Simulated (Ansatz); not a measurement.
# The false plateau in GW convergence: MoS2 (P6_3/mmc), part 2 of 2

Wanted: the G0W0 gap of MoS2 (P6_3/mmc) over a grid of bands and cutoffs.

Ansatz 0.2.0; G0W0 on PBE, plane waves, PAW. Known limits of the many-body steps: not at the basis limit; no spin-orbit coupling; coarse k mesh.

So far. Step 7 (447 empty bands, screening to 150 eV): The G0W0 gap on the mesh is 1.241 eV.

The database entry behind the starting cell differs from later determinations by our own check (about 0.3 % long), so it need not match the best structure at ambient conditions.

### 8. 794 empty bands, screening to 220 eV

File input.yaml:

```yaml
crystal:
  lattice:
    - [3.169, 0.0, 0.0]
    - [-1.5845, 2.7444345046, 0.0]
    - [0.0, 0.0, 12.324]
  atoms:
    - { symbol: Mo, position: [0.3333333333, 0.6666666667, 0.25] }
    - { symbol: Mo, position: [0.6666666667, 0.3333333333, 0.75] }
    - { symbol: S, position: [0.3333333333, 0.6666666667, 0.623] }
    - { symbol: S, position: [0.6666666667, 0.3333333333, 0.123] }
    - { symbol: S, position: [0.3333333333, 0.6666666667, 0.877] }
    - { symbol: S, position: [0.6666666667, 0.3333333333, 0.377] }
kpoints:
  mp_grid: { grid: [6, 6, 2] }
hamiltonian:
  xc: pbe
scf:
  occupations: { method: fixed }
gw:
  n_empty_bands: 794
  ecut_chi: 220
  qp_bands: [v2, c2]
  qp_kpoints: band_edges
  screening: { model: contour_deformation }
```

The run is started by

```console
ansatz run input.yaml --threads 3 --pin off --max-ram 92160MiB --backend cuda --events-out ev --progress --plain --runs-dir out --devices 1 --max-vram 13GiB
```

Numbers of over 12 decimals in the logs are rounded to 6 here.

Log:

```text
GPUs: using 1 of 1 available (devices: 1).
[...]
GPU FFT provider: cuFFT
GPU libraries: cuBLAS 13.8.2, cuFFT 12.4.0, cuSOLVER 12.3.4
Crystal: 6 atoms, lattice volume = 107.183 Å³
Basis set: ecut = 420 eV, 2081 PW (Γ)
Bands: 32, of which v1, the nominal top of the filled ones, is band 26 counted from 1 (25 counted from 0)
Symmetry: 24 space group operations
[...]
k-points: 14 of 72
[...]
1    28     12.9998   -13.7331    -4.5007   -18.4521  0.7379    13.2190    13.2182  root
[...]
13    25     10.2018   -19.2682     0.3066   -18.8105  0.7357    10.0503    10.0506  root
    13    26     10.2018   -19.2682     0.3066   -18.8105  0.7357    10.0503    10.0506  root
    13    27     11.9456   -16.1207    -4.1373   -20.5422  0.7285    12.2311    12.2298  root
    13    28     11.9456   -16.1207    -4.1373   -20.5422  0.7285    12.2311    12.2298  root
[key lines of the parts left out:]
SCF converged after 7 iterations
Free energy (F): -13525.540647 eV
Fermi energy:    10.896774 eV
```

It took 59 s on 1 × NVIDIA H100 80GB HBM3 (shared by 6 runs) with 3 threads of AMD EPYC 7R13 (Zen 3), shared host; peak memory 3 GiB.

The G0W0 gap on the mesh is 1.262 eV.

### 9. 243 empty bands, screening to 300 eV

input.yaml: that of step 8 with these lines changed.

```diff
@@ -19,4 +19,4 @@
 gw:
-  n_empty_bands: 794
-  ecut_chi: 220
+  n_empty_bands: 243
+  ecut_chi: 300
   qp_bands: [v2, c2]
```

Log:

```text
GPUs: using 1 of 1 available (devices: 1).
[...]
GPU FFT provider: cuFFT
GPU libraries: cuBLAS 13.8.2, cuFFT 12.4.0, cuSOLVER 12.3.4
Crystal: 6 atoms, lattice volume = 107.183 Å³
Basis set: ecut = 420 eV, 2081 PW (Γ)
Bands: 32, of which v1, the nominal top of the filled ones, is band 26 counted from 1 (25 counted from 0)
Symmetry: 24 space group operations
[...]
k-points: 14 of 72
[...]
1    28     12.9998   -13.7331    -4.2303   -18.4521  0.7385    13.4934    13.4885  root
[...]
13    25     10.2018   -19.2682     0.5639   -18.8105  0.7356    10.3078    10.3079  root
    13    26     10.2018   -19.2682     0.5639   -18.8105  0.7356    10.3078    10.3079  root
    13    27     11.9456   -16.1207    -3.8600   -20.5422  0.7278    12.5128    12.5070  root
    13    28     11.9456   -16.1207    -3.8600   -20.5422  0.7278    12.5128    12.5070  root
[key lines of the parts left out:]
SCF converged after 7 iterations
Free energy (F): -13525.540647 eV
Fermi energy:    10.896774 eV
```

It took 29 s on 1 × NVIDIA H100 80GB HBM3 (shared by 6 runs) with 3 threads; peak memory 4.3 GiB.

The G0W0 gap on the mesh is 1.245 eV.

### 10. 1264 empty bands, screening to 300 eV

input.yaml: that of step 9 with these lines changed.

```diff
@@ -19,3 +19,3 @@
 gw:
-  n_empty_bands: 243
+  n_empty_bands: 1264
   ecut_chi: 300
```

Log:

```text
GPUs: using 1 of 1 available (devices: 1).
[...]
GPU FFT provider: cuFFT
GPU libraries: cuBLAS 13.8.2, cuFFT 12.4.0, cuSOLVER 12.3.4
Crystal: 6 atoms, lattice volume = 107.183 Å³
Basis set: ecut = 420 eV, 2081 PW (Γ)
Bands: 32, of which v1, the nominal top of the filled ones, is band 26 counted from 1 (25 counted from 0)
Symmetry: 24 space group operations
[...]
k-points: 14 of 72
[...]
1    28     12.9998   -13.7331    -4.5640   -18.4521  0.7377    13.1553    13.1549  root
[...]
13    25     10.2018   -19.2682     0.2405   -18.8105  0.7350     9.9840     9.9845  root
    13    26     10.2018   -19.2682     0.2405   -18.8105  0.7350     9.9840     9.9845  root
    13    27     11.9456   -16.1207    -4.2106   -20.5422  0.7272    12.1572    12.1565  root
    13    28     11.9456   -16.1207    -4.2106   -20.5422  0.7272    12.1572    12.1565  root
[key lines of the parts left out:]
SCF converged after 7 iterations
Free energy (F): -13525.540647 eV
Fermi energy:    10.896774 eV
```

Wall time 2.2 min (1 × NVIDIA H100 80GB HBM3 (shared by 6 runs) with 3 threads); peak memory 5.4 GiB; 3.6 min of CPU time.

The G0W0 gap on the mesh is 1.273 eV.

### 11. The grid

Start PBE, 6×6×2 mesh. Times are wall times on 1 × NVIDIA H100 80GB HBM3 (shared by 6 runs) with 3 threads of AMD EPYC 7R13 (Zen 3), shared host, good to a factor of about two.

```tsv
cutoff (eV)	plane waves at q = 0	bands summed	gap (eV)	Σc valence (eV)	Σc conduction (eV)	time
50	81	112	1.139	1.12	-3.37	15 s
50	81	473	1.131	0.81	-3.70	45 s
100	255	269	1.207	0.66	-3.77	19 s
100	255	1290	1.214	0.50	-3.92	72 s
150	463	112	1.209	1.08	-3.35	19 s
150	463	473	1.241	0.47	-3.92	22 s
220	773	820	1.262	0.34	-4.03	59 s
300	1277	269	1.245	0.60	-3.78	29 s
300	1277	1290	1.273	0.27	-4.09	2.2 min
```

### 12. Results

```yaml
112_bands_50_ev: 1.139 eV
473_bands_50_ev: 1.131 eV
269_bands_100_ev: 1.207 eV
1290_bands_100_ev: 1.214 eV
112_bands_150_ev: 1.209 eV
473_bands_150_ev: 1.241 eV
820_bands_220_ev: 1.262 eV
269_bands_300_ev: 1.245 eV
1290_bands_300_ev: 1.273 eV
estimated_limit_along_the_diagonal: 1.29 eV
mesh_and_start: 6×6×2, PBE
```

At 50 eV, going from 112 to 473 bands moves the gap by −0.01 eV. At 100 eV, going from 269 to 1290 bands moves the gap by +0.01 eV. At 150 eV, going from 112 to 473 bands moves the gap by +0.03 eV. At 300 eV, going from 269 to 1290 bands moves the gap by +0.03 eV. At 112 bands, raising the cutoff from 50 to 150 eV moves it by +0.07 eV. At 473 bands, raising the cutoff from 50 to 150 eV moves it by +0.11 eV. At 269 bands, raising the cutoff from 100 to 300 eV moves it by +0.04 eV. At 1290 bands, raising the cutoff from 100 to 300 eV moves it by +0.06 eV. Along the diagonal, where both rise together, the two highest rungs point to 1.29 eV. Gaps are over the mesh's points; an edge off the mesh would be missed. A low cutoff hides what high bands add, so a band series at one cutoff can look settled before the gap is. The 6×6×2 mesh is coarse for this cell (its supercell is 19 Å along the shortest edge). The RPA ε∞ on it, from the PBE start, is 6.22 and 14.89; such meshes misread the long-range screening, most where the gap is narrow. The many-body steps are scalar-relativistic: spin-orbit coupling is not in them.

[Paths, hosts, dates, memory and timing lines, banners, echoed tables and standing remarks are left out of the program output.]

[Logs are printed without paths, hosts, clocks, repeated set-up lines and the standing remarks that a program may print on its own settings, such as how far it seeks lower states.]

[Runs of the session that timed out or met a known fault of the program may be left out.]

[Cells called generated may have been cut or substituted from an entry of the Crystallography Open Database or the Materials Project.]

[Hosts, paths, dates, database ids (printed as entryN), source tags and the programs' standing remarks are cut or masked in the printed files.]
